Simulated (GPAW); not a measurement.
## As K-edge XANES of zinc-blende (GaAs)₁₋ₓ(AlAs)ₓ at x = 0.75

Aim: the As K edge in zinc-blende (GaAs)₁₋ₓ(AlAs)ₓ at x = 0.75, one member of a composition series.

Method: X-ray absorption from dipole matrix elements to empty bands, plane-wave PAW PBE, in GPAW 26.7.0.

Most raw output is cut from this account.

## (1) Starting point

The cell holds 16 atoms: 2 Ga, 8 As and 6 Al. Its edges and angles: a = 8.003 Å, b = 8.003 Å, c = 8.003 Å, α = 60.0°, β = 60.0°, γ = 60.0°. 16-atom zinc-blende cell, 6 of 8 Ga sites taken by Al at random, lattice constants typed for the ends and interpolated (Vegard).

Structure file:

```cif
data_structure
_symmetry_space_group_name_H-M 'P 1'
_symmetry_Int_Tables_number 1
_cell_length_a 8.0030
_cell_length_b 8.0030
_cell_length_c 8.0030
_cell_angle_alpha 60.000
_cell_angle_beta 60.000
_cell_angle_gamma 60.000
_cell_volume 362.45
loop_
_atom_site_label
_atom_site_type_symbol
_atom_site_fract_x
_atom_site_fract_y
_atom_site_fract_z
_atom_site_occupancy
Ga1 Ga 0.99919 0.00355 0.00048 1
As2 As 0.12809 0.12372 0.12428 1
Al3 Al 0.99988 0.00349 0.49908 1
As4 As 0.12218 0.12262 0.62039 1
Al5 Al 0.00469 0.49482 0.00141 1
As6 As 0.12263 0.62351 0.12360 1
Al7 Al 0.00082 0.49997 0.50139 1
As8 As 0.12282 0.62719 0.62146 1
Al9 Al 0.50338 0.00160 0.00025 1
As10 As 0.62177 0.12832 0.12845 1
Al11 Al 0.49775 0.99952 0.49841 1
As12 As 0.62778 0.12581 0.62492 1
Al13 Al 0.50034 0.49795 0.00022 1
As14 As 0.62607 0.62769 0.12325 1
Ga15 Ga 0.50098 0.49998 0.49967 1
As16 As 0.62583 0.62752 0.62546 1
```

## (2) Relaxation

Bond lengths around the absorber set the edge shape, so the atoms are relaxed before any spectrum.

File relax.py:

```python
import numpy as np
from ase import Atoms
from ase.parallel import parprint, paropen
from gpaw import GPAW, PW, FermiDirac, Mixer, MixerDif, setup_paths
from ase.optimize import BFGS

atoms = Atoms('GaAsAlAsAlAsAlAsAlAsAlAsAlAsGaAs',
    cell=[[0, 5.659, 5.659],
     [5.659, 0, 5.659],
     [5.659, 5.659, 0]],
    scaled_positions=[[0.999187, 0.003546, 0.000482],
     [0.128095, 0.123716, 0.12428],
     [0.999884, 0.003488, 0.499081],
     [0.122183, 0.122625, 0.620392],
     [0.004691, 0.494815, 0.001414],
     [0.122631, 0.623509, 0.123602],
     [0.000816, 0.499969, 0.501386],
     [0.122824, 0.62719, 0.621464],
     [0.503379, 0.001599, 0.000249],
     [0.621772, 0.128318, 0.128451],
     [0.497746, 0.999523, 0.498406],
     [0.627784, 0.125813, 0.624918],
     [0.500338, 0.497946, 0.000224],
     [0.626066, 0.627687, 0.123247],
     [0.500978, 0.499975, 0.499673],
     [0.625829, 0.627524, 0.62546]],
    pbc=True)
atoms.calc = GPAW(legacy_gpaw=True, mode=PW(400, force_complex_dtype=True), xc='PBE', setups={},
    kpts={'size': (3, 3, 3), 'gamma': True}, occupations=FermiDirac(0.08),
    charge=0, mixer=Mixer(0.1, 5, 50), maxiter=150,
    convergence={'density': 0.0001, 'eigenstates': 1e-6}, txt='relax.txt')
steps = []
opt = BFGS(atoms, logfile='-')
opt.attach(lambda: steps.append([atoms.get_potential_energy(), float(np.linalg.norm(atoms.get_forces(), axis=1).max())]))
done = opt.run(fmax=0.05, steps=30)
out = dict(done=bool(done), steps=steps, frac=atoms.get_scaled_positions().tolist())
import json
with paropen('out.json', 'w') as f:
    json.dump(out, f)
```

Command:

```
> OMP_NUM_THREADS=1 mpirun -n 4 gpaw python relax.py
```

It took 98 s on 4 MPI ranks of Intel Xeon Platinum 8488C (Sapphire Rapids), shared host; peak memory 0.32 GiB.

In 4 steps the energy fell by 83 meV (energies extrapolated to zero smearing) and the largest force to 0.045 eV/Å. Atom 4 (As; the text counts from 1, the script from 0) is among those that moved most, by 0.05 Å.

## (3) Ground state of the crystal

The ground state comes first: it tells whether the system has a gap, which decides how the excited electron is treated.

File scf.py:

```python
import numpy as np
from ase import Atoms
from ase.parallel import parprint, paropen
from gpaw import GPAW, PW, FermiDirac, Mixer, MixerDif, setup_paths
from gpaw.test import gen
setup_paths.insert(0, '.')
gen('As', name='nch1s', xcname='PBE', corehole=(1, 0, 0), write_xml=True)
from gpaw.mpi import world
world.barrier()

atoms = Atoms('GaAsAlAsAlAsAlAsAlAsAlAsAlAsGaAs',
    cell=[[0, 5.659, 5.659],
     [5.659, 0, 5.659],
     [5.659, 5.659, 0]],
    scaled_positions=[[0.9998209, 0.0009551, 0.9994719],
     [0.1289449, 0.1239114, 0.1243546],
     [0.9991002, 0.0003839, 0.4982148],
     [0.1240896, 0.1256095, 0.6228305],
     [0.0016356, 0.4982336, 0.9986934],
     [0.1245367, 0.6239721, 0.1249662],
     [0.0005196, 0.4997067, 0.4992392],
     [0.1234408, 0.6262295, 0.6244361],
     [0.5034068, 0.0005977, 0.9993826],
     [0.6231005, 0.1273464, 0.1269584],
     [0.4981977, 0.0004813, 0.5015289],
     [0.6250697, 0.1241971, 0.6251179],
     [0.4986996, 0.5020027, 0.0003476],
     [0.6272749, 0.626103, 0.122105],
     [0.5004375, 0.5014216, 0.4991938],
     [0.6259478, 0.6260819, 0.6259075]],
    pbc=True)
atoms.calc = calc = GPAW(legacy_gpaw=True, mode=PW(400, force_complex_dtype=True), xc='PBE', setups={1: 'nch1s'},
    kpts={'size': (3, 3, 3), 'gamma': True}, occupations=FermiDirac(0.05),
    charge=0, mixer=Mixer(0.1, 5, 50), maxiter=150,
    convergence={'density': 0.0001, 'eigenstates': 1e-6}, txt='scf.txt')
energy = atoms.get_potential_energy() + calc.get_reference_energy()
ef = calc.get_fermi_level()
out = dict(energy=energy, fermi=ef, forces=atoms.get_forces().tolist())
parprint(f'all-electron energy {energy:.4f} eV, Fermi level {ef:.4f} eV')
ev = np.array([[calc.get_eigenvalues(k, s) for k in range(len(calc.get_ibz_k_points()))] for s in range(calc.get_number_of_spins())])
out['homo'], out['lumo'], out['counts'] = ev[ev < ef].max(), ev[ev > ef].min(), sorted(set((ev < ef).sum((0, 2)).tolist()))
out['filled'] = (ev[:, 0] < ef).sum(1).tolist()
import json
with paropen('out.json', 'w') as f:
    json.dump(out, f)
```

Command:

```
> OMP_NUM_THREADS=1 mpirun -n 4 gpaw python scf.py
```

It took 32 s on 4 MPI ranks; peak memory 0.33 GiB.

The mesh shows a gap of 1.16 eV. The excited electron is kept all the same, so that all members of the series, with or without a gap, are treated alike.

## (4) Reference energy of the cell

The photon energy needs a difference of total energies, so the cell and mesh of the coming hole run are first run without a hole.

scf.py: that of step 3 with these lines changed.

```diff
@@ -32,3 +32,3 @@
 atoms.calc = calc = GPAW(legacy_gpaw=True, mode=PW(400, force_complex_dtype=True), xc='PBE', setups={1: 'nch1s'},
-    kpts={'size': (3, 3, 3), 'gamma': True}, occupations=FermiDirac(0.05),
+    kpts={'size': (3, 3, 3), 'gamma': True}, occupations=FermiDirac(0.02),
     charge=0, mixer=Mixer(0.1, 5, 50), maxiter=150,
```

Run time: 33 s. Hardware: 4 MPI ranks; peak memory 0.32 GiB.

Reference energy: -637486.099 eV with the cores included.

## (5) Spectrum with XCH, As atom 2

The holes are 8.0 Å apart. In GPAW the data set carries the hole's charge, so charge=0 means a charged cell and charge=-1 a neutral one. The excited electron is kept in the cell, where it fills the lowest empty states and screens the hole. After the field has converged, empty bands are computed with the density fixed and the dipole matrix elements are summed.

The absorber has 3 Al at 2.44 Å and 1 Ga at 2.46 Å (tetrahedral).

File xas.py:

```python
import numpy as np
from ase import Atoms
from ase.parallel import parprint, paropen
from gpaw import GPAW, PW, FermiDirac, Mixer, MixerDif, setup_paths
from gpaw.test import gen
setup_paths.insert(0, '.')
gen('As', name='fch1s', xcname='PBE', corehole=(1, 0, 1), write_xml=True)
from gpaw.mpi import world
world.barrier()

atoms = Atoms('GaAsAlAsAlAsAlAsAlAsAlAsAlAsGaAs',
    cell=[[0, 5.659, 5.659],
     [5.659, 0, 5.659],
     [5.659, 5.659, 0]],
    scaled_positions=[[0.9998209, 0.0009551, 0.9994719],
     [0.1289449, 0.1239114, 0.1243546],
     [0.9991002, 0.0003839, 0.4982148],
     [0.1240896, 0.1256095, 0.6228305],
     [0.0016356, 0.4982336, 0.9986934],
     [0.1245367, 0.6239721, 0.1249662],
     [0.0005196, 0.4997067, 0.4992392],
     [0.1234408, 0.6262295, 0.6244361],
     [0.5034068, 0.0005977, 0.9993826],
     [0.6231005, 0.1273464, 0.1269584],
     [0.4981977, 0.0004813, 0.5015289],
     [0.6250697, 0.1241971, 0.6251179],
     [0.4986996, 0.5020027, 0.0003476],
     [0.6272749, 0.626103, 0.122105],
     [0.5004375, 0.5014216, 0.4991938],
     [0.6259478, 0.6260819, 0.6259075]],
    pbc=True)
atoms.calc = calc = GPAW(legacy_gpaw=True, mode=PW(400, force_complex_dtype=True), xc='PBE', setups={1: 'fch1s'},
    kpts={'size': (3, 3, 3), 'gamma': True}, occupations=FermiDirac(0.04),
    charge=-1, mixer=Mixer(0.1, 5, 50), maxiter=150,
    convergence={'density': 0.0001, 'eigenstates': 1e-6}, txt='scf.txt')
energy = atoms.get_potential_energy() + calc.get_reference_energy()
ef = calc.get_fermi_level()
out = dict(energy=energy, fermi=ef, forces=atoms.get_forces().tolist())
parprint(f'all-electron energy {energy:.4f} eV, Fermi level {ef:.4f} eV')
ev = np.array([[calc.get_eigenvalues(k, s) for k in range(len(calc.get_ibz_k_points()))] for s in range(calc.get_number_of_spins())])
out['homo'], out['lumo'], out['counts'] = ev[ev < ef].max(), ev[ev > ef].min(), sorted(set((ev < ef).sum((0, 2)).tolist()))
out['filled'] = (ev[:, 0] < ef).sum(1).tolist()

from ase.units import Ha
from gpaw.xas import dipole_matrix_elements
nb = int(calc.get_number_of_electrons() / 2) + 185
top, nb = nb, nb + 8 + nb // 12
nscf = calc.fixed_density(kpts={'size': (4, 4, 4), 'gamma': True}, nbands=nb,
    convergence={'bands': top, 'eigenstates': 5e-3}, maxiter=60, txt='nscf.txt')
cell = atoms.cell.array
ops = [cell.T @ U.T @ np.linalg.inv(cell.T) for U in nscf.wfs.kd.symmetry.op_scc]
filled = [32]  # bands filled in the ground state, by spin
E = np.arange(-6, 30, 0.1)
fwhm = np.interp(E, [4, 25], [2.14, 3.5])
Y, X, zero, highest = 0, 0, 1e9, 1e9
for spin in range(nscf.get_number_of_spins()):
    wfs = nscf.wfs
    mine = wfs.bd.get_slice()  # this rank's bands
    A = dipole_matrix_elements(wfs.setups[1])
    eps = np.zeros((wfs.kd.nibzkpts, nb))
    d = np.zeros((3, A.shape[1], wfs.kd.nibzkpts, nb), complex)
    for kpt in wfs.kpt_u:
        if kpt.s == spin and 1 in kpt.P_ani:
            eps[kpt.k, mine] = kpt.eps_n * Ha
            d[:, :, kpt.k, mine] = (kpt.weight * wfs.nspins / 2) ** 0.5 * np.inner(A, kpt.P_ani[1])
    world.sum(eps)
    world.sum(d)
    T = np.einsum('amkn,bmkn->abkn', d, d.conj()).real
    T = sum(np.einsum('ai,ijkn,bj->abkn', R, T, R) for R in ops) / len(ops)
    empty = np.ones_like(eps, bool) & (np.arange(nb) >= filled[spin])
    zero, highest = min(zero, eps[empty].min()), min(highest, eps[:, top - 1].min())
    lines = [(eps, T, empty)] if spin == 0 else lines + [(eps, T, empty)]
for eps, T, empty in lines:
    f = np.einsum('aakn->akn', T).reshape(3, -1)
    x = eps.ravel() - zero
    w = np.interp(x, E, fwhm) / 2.35482
    g = np.exp(-0.5 * ((E[:, None] - x) / w) ** 2) / (w * (2 * np.pi) ** 0.5)
    Y = Y + (f * empty.ravel()) @ g.T
    X = X + (f * ~empty.ravel()) @ g.T
out.update(E=E.round(2).tolist(), xas=Y.tolist(), xes=X.tolist(), zero=zero, valid=highest - zero, nk=len(eps), nb=nb)
for i in range(0, len(E), 10):
    parprint(f'{E[i]:7.2f}', *(f'{v:10.3e}' for v in Y[:, i]))
import json
with paropen('out.json', 'w') as f:
    json.dump(out, f)
```

Command:

```
> OMP_NUM_THREADS=1 mpirun -n 4 gpaw python xas.py
```

Elapsed: 3.9 min, on 4 MPI ranks; peak memory 0.72 GiB.

The As K spectrum, As atom 2, excited-electron core hole (neutral cell) (energy from the bottom of the conduction band, which holds the excited electron; intensity scaled to a mean of 1 over the first 20 eV):

| E (eV) | intensity |
| --- | --- |
| -2.0 | 0.00 |
| -1.5 | 0.01 |
| -1.0 | 0.02 |
| -0.5 | 0.08 |
| 0.0 | 0.19 |
| 0.5 | 0.38 |
| 1.0 | 0.62 |
| 1.5 | 0.83 |
| 2.0 | 0.97 |
| 2.5 | 1.05 |
| 3.0 | 1.15 |
| 3.5 | 1.29 |
| 4.0 | 1.39 |
| 4.5 | 1.39 |
| 5.0 | 1.33 |
| 5.5 | 1.30 |
| 6.0 | 1.32 |
| 6.5 | 1.36 |
| 7.0 | 1.36 |
| 7.5 | 1.29 |
| 8.0 | 1.20 |
| 8.5 | 1.13 |
| 9.0 | 1.06 |
| 9.5 | 0.98 |
| 10.0 | 0.91 |
| 10.5 | 0.85 |
| 11.0 | 0.82 |
| 11.5 | 0.84 |
| 12.0 | 0.88 |
| 12.5 | 0.93 |
| 13.0 | 0.96 |
| 13.5 | 0.96 |
| 14.0 | 0.91 |
| 14.5 | 0.86 |
| 15.0 | 0.81 |
| 15.5 | 0.81 |
| 16.0 | 0.83 |
| 16.5 | 0.88 |
| 17.0 | 0.93 |
| 17.5 | 0.95 |
| 18.0 | 0.95 |
| 18.5 | 0.93 |
| 19.0 | 0.91 |
| 19.5 | 0.91 |
| 20.0 | 0.92 |
| 20.5 | 0.93 |
| 21.0 | 0.93 |
| 21.5 | 0.91 |
| 22.0 | 0.88 |
| 22.5 | 0.86 |
| 23.0 | 0.86 |
| 23.5 | 0.89 |
| 24.0 | 0.95 |
| 24.5 | 1.02 |
| 25.0 | 1.08 |
| 25.5 | 1.11 |
| 26.0 | 1.10 |
| 26.5 | 1.04 |
| 27.0 | 0.95 |

Main maxima below 26 eV (height): 4.2 eV (1.40), 6.8 eV (1.37), 13.2 eV (0.96), 17.6 eV (0.96), 20.8 eV (0.93) and 25.6 eV (1.11). A K edge sees empty p states on the absorber.

The energy difference (zero at 11902 eV) isn't read as a photon energy: for so heavy an absorber the terms left out (the hole's spin, the functional's error) amount to tens of eV or more.

## (6) Cell without a hole, the energy reference

The absorbing element, whose data set is made anew, changes for the next run, so it gets a reference energy of its own.

scf.py: that of step 4 with these lines changed.

```diff
@@ -6,3 +6,3 @@
 setup_paths.insert(0, '.')
-gen('As', name='nch1s', xcname='PBE', corehole=(1, 0, 0), write_xml=True)
+gen('Ga', name='nch1s', xcname='PBE', corehole=(1, 0, 0), write_xml=True)
 from gpaw.mpi import world
@@ -31,3 +31,3 @@
     pbc=True)
-atoms.calc = calc = GPAW(legacy_gpaw=True, mode=PW(400, force_complex_dtype=True), xc='PBE', setups={1: 'nch1s'},
+atoms.calc = calc = GPAW(legacy_gpaw=True, mode=PW(400, force_complex_dtype=True), xc='PBE', setups={0: 'nch1s'},
     kpts={'size': (3, 3, 3), 'gamma': True}, occupations=FermiDirac(0.02),
```

Command:

```
> OMP_NUM_THREADS=1 mpirun -n 4 gpaw python scf.py
```

It took 32 s on 4 MPI ranks; peak memory 0.33 GiB.

Reference energy: -637486.099 eV with the cores included.

## (7) Spectrum with XCH, Ga atom 1

The holes are 8.0 Å apart. The excited electron is kept in the cell, where it fills the lowest empty states and screens the hole. After the field has converged, empty bands are computed with the density fixed and the dipole matrix elements are summed.

The absorber has 4 As at 2.46 Å (tetrahedral).

xas.py: that of step 5 with these lines changed.

```diff
@@ -6,3 +6,3 @@
 setup_paths.insert(0, '.')
-gen('As', name='fch1s', xcname='PBE', corehole=(1, 0, 1), write_xml=True)
+gen('Ga', name='fch1s', xcname='PBE', corehole=(1, 0, 1), write_xml=True)
 from gpaw.mpi import world
@@ -31,3 +31,3 @@
     pbc=True)
-atoms.calc = calc = GPAW(legacy_gpaw=True, mode=PW(400, force_complex_dtype=True), xc='PBE', setups={1: 'fch1s'},
+atoms.calc = calc = GPAW(legacy_gpaw=True, mode=PW(400, force_complex_dtype=True), xc='PBE', setups={0: 'fch1s'},
     kpts={'size': (3, 3, 3), 'gamma': True}, occupations=FermiDirac(0.04),
@@ -53,3 +53,3 @@
 E = np.arange(-6, 30, 0.1)
-fwhm = np.interp(E, [4, 25], [2.14, 3.5])
+fwhm = np.interp(E, [4, 25], [1.82, 3.5])
 Y, X, zero, highest = 0, 0, 1e9, 1e9
@@ -58,3 +58,3 @@
     mine = wfs.bd.get_slice()  # this rank's bands
-    A = dipole_matrix_elements(wfs.setups[1])
+    A = dipole_matrix_elements(wfs.setups[0])
     eps = np.zeros((wfs.kd.nibzkpts, nb))
@@ -62,5 +62,5 @@
     for kpt in wfs.kpt_u:
-        if kpt.s == spin and 1 in kpt.P_ani:
+        if kpt.s == spin and 0 in kpt.P_ani:
             eps[kpt.k, mine] = kpt.eps_n * Ha
-            d[:, :, kpt.k, mine] = (kpt.weight * wfs.nspins / 2) ** 0.5 * np.inner(A, kpt.P_ani[1])
+            d[:, :, kpt.k, mine] = (kpt.weight * wfs.nspins / 2) ** 0.5 * np.inner(A, kpt.P_ani[0])
     world.sum(eps)
```

Command:

```
> OMP_NUM_THREADS=1 mpirun -n 4 gpaw python xas.py
```

It took 4.8 min on 4 MPI ranks; peak memory 0.72 GiB; 19 min of CPU time.

The Ga K spectrum, Ga atom 1, excited-electron core hole (neutral cell) (energy from the bottom of the conduction band, which holds the excited electron; intensity scaled to a mean of 1 over the first 20 eV):

| E (eV) | intensity |
| --- | --- |
| -2.0 | 0.00 |
| -1.5 | 0.00 |
| -1.0 | 0.01 |
| -0.5 | 0.03 |
| 0.0 | 0.09 |
| 0.5 | 0.21 |
| 1.0 | 0.39 |
| 1.5 | 0.62 |
| 2.0 | 0.88 |
| 2.5 | 1.19 |
| 3.0 | 1.51 |
| 3.5 | 1.83 |
| 4.0 | 2.04 |
| 4.5 | 1.98 |
| 5.0 | 1.69 |
| 5.5 | 1.33 |
| 6.0 | 1.07 |
| 6.5 | 0.96 |
| 7.0 | 0.94 |
| 7.5 | 0.94 |
| 8.0 | 0.92 |
| 8.5 | 0.88 |
| 9.0 | 0.85 |
| 9.5 | 0.85 |
| 10.0 | 0.86 |
| 10.5 | 0.90 |
| 11.0 | 0.97 |
| 11.5 | 1.06 |
| 12.0 | 1.15 |
| 12.5 | 1.19 |
| 13.0 | 1.18 |
| 13.5 | 1.12 |
| 14.0 | 1.04 |
| 14.5 | 0.95 |
| 15.0 | 0.86 |
| 15.5 | 0.79 |
| 16.0 | 0.74 |
| 16.5 | 0.73 |
| 17.0 | 0.75 |
| 17.5 | 0.78 |
| 18.0 | 0.81 |
| 18.5 | 0.82 |
| 19.0 | 0.80 |
| 19.5 | 0.78 |
| 20.0 | 0.75 |
| 20.5 | 0.73 |
| 21.0 | 0.73 |
| 21.5 | 0.72 |
| 22.0 | 0.72 |
| 22.5 | 0.72 |
| 23.0 | 0.71 |
| 23.5 | 0.71 |
| 24.0 | 0.70 |
| 24.5 | 0.70 |
| 25.0 | 0.71 |
| 25.5 | 0.72 |
| 26.0 | 0.73 |
| 26.5 | 0.75 |
| 27.0 | 0.77 |
| 27.5 | 0.77 |
| 28.0 | 0.77 |

Main maxima below 27 eV (height): 4.2 eV (2.06), 12.6 eV (1.19) and 18.4 eV (0.82). 

The energy difference (zero at 10401 eV) isn't read as a photon energy: for so heavy an absorber the terms left out (the hole's spin, the functional's error) amount to tens of eV or more.

## (8) Results

| Item | Value |
| --- | --- |
| absorber and edge | As K, atom 2 of the ground-state input (counted from 1) |
| surroundings | 3 Al at 2.44 Å and 1 Ga at 2.46 Å (tetrahedral) |
| highest intensity below 24 eV | 4.2 eV above the zero, height 1.40 |

The As K edge of atom 2, with 3 Al at 2.44 Å and 1 Ga at 2.46 Å (tetrahedral), has its highest intensity of the first 24 eV at 4.2 eV above the zero, 1.4 times the mean level of the first 20 eV (Gaussian full width 2.14 eV up to 4 eV, rising linearly to 3.5 eV at 25 eV). The script folds with a Gaussian, whereas the core hole's own line is a Lorentzian, so the onset is too steep and the first peak too high. Lifetime broadening is put in by hand, and intensities beyond about 20 eV depend on it and on the partial waves.

[Logs are printed without paths, hosts, clocks, repeated set-up lines and the standing remarks that a program may print on its own settings, such as how far it seeks lower states.]

[Hosts, paths, dates, database ids (printed as entryN), source tags and the programs' standing remarks are cut or masked in the printed files.]

[Lists of maxima count a maximum above −3 eV only where it reaches 4 % of the highest in the window and stands out from its surroundings by 2 % of it (1.5 % where it reaches 55 %); shoulders and weaker maxima are passed over, and of the rest the first, up to two pre-edge ones and the few strongest are named.]
